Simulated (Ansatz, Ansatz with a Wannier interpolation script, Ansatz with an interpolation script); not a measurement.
An input for Ansatz 0.2.0 (CdS (Greenockite)):

```yaml
crystal:
  lattice:
    - [4.1915000025, 0.0, 0.0]
    - [-2.0957500013, 3.6299454821, 0.0]
    - [0.0, 0.0, 6.6855469046]
  atoms:
    - { symbol: Cd, position: [0.3333333333, 0.6666666667, -0.002748239] }
    - { symbol: Cd, position: [0.6666666667, 0.3333333333, 0.497251761] }
    - { symbol: S, position: [0.3333333333, 0.6666666667, 0.377748239] }
    - { symbol: S, position: [0.6666666667, 0.3333333333, 0.877748239] }
kpoints:
  mp_grid: { grid: [6, 6, 4] }
hamiltonian:
  xc: lda
scf:
  occupations: { method: fixed }
gw:
  n_empty_bands: 467
  ecut_chi: 160.0
  qp_bands: [v6, c1]
  screening: { model: contour_deformation }
```

The database entry behind the starting cell differs from later determinations by our own check (about 0.35 % long), so it need not match the best structure at ambient conditions.

```sh
ansatz run input.yaml --threads 16 --pin off --max-ram 64512MiB --backend cuda --events-out ev --progress --plain --runs-dir out --devices 1 --max-vram 78GiB
```

**Question.** Estimate wall time and host memory on 1 × NVIDIA GB200 (shared by 2 runs) with 16 threads of Arm Neoverse V2, shared host.

It took 27 s; on shared hardware allow 13 s to 53 s. Peak host memory was 2.1 GiB. The sizes that set the cost: 1961 plane waves a state, 21 irreducible k points, 493 bands summed, 463 plane waves in the screening and 7 SCF cycles.

The screening grows as filled bands × empty bands × pairs of k points, times the square of the screening basis for the matrix.

[Paths, hosts, dates, memory and timing lines, banners, echoed tables and standing remarks are left out of the program output.]

[Logs are printed without paths, hosts, clocks, repeated set-up lines and the standing remarks that a program may print on its own settings, such as how far it seeks lower states.]

[Runs of the session that timed out or met a known fault of the program may be left out.]

[Hosts, paths, dates, database ids (printed as entryN), source tags and the programs' standing remarks are cut or masked in the printed files.]
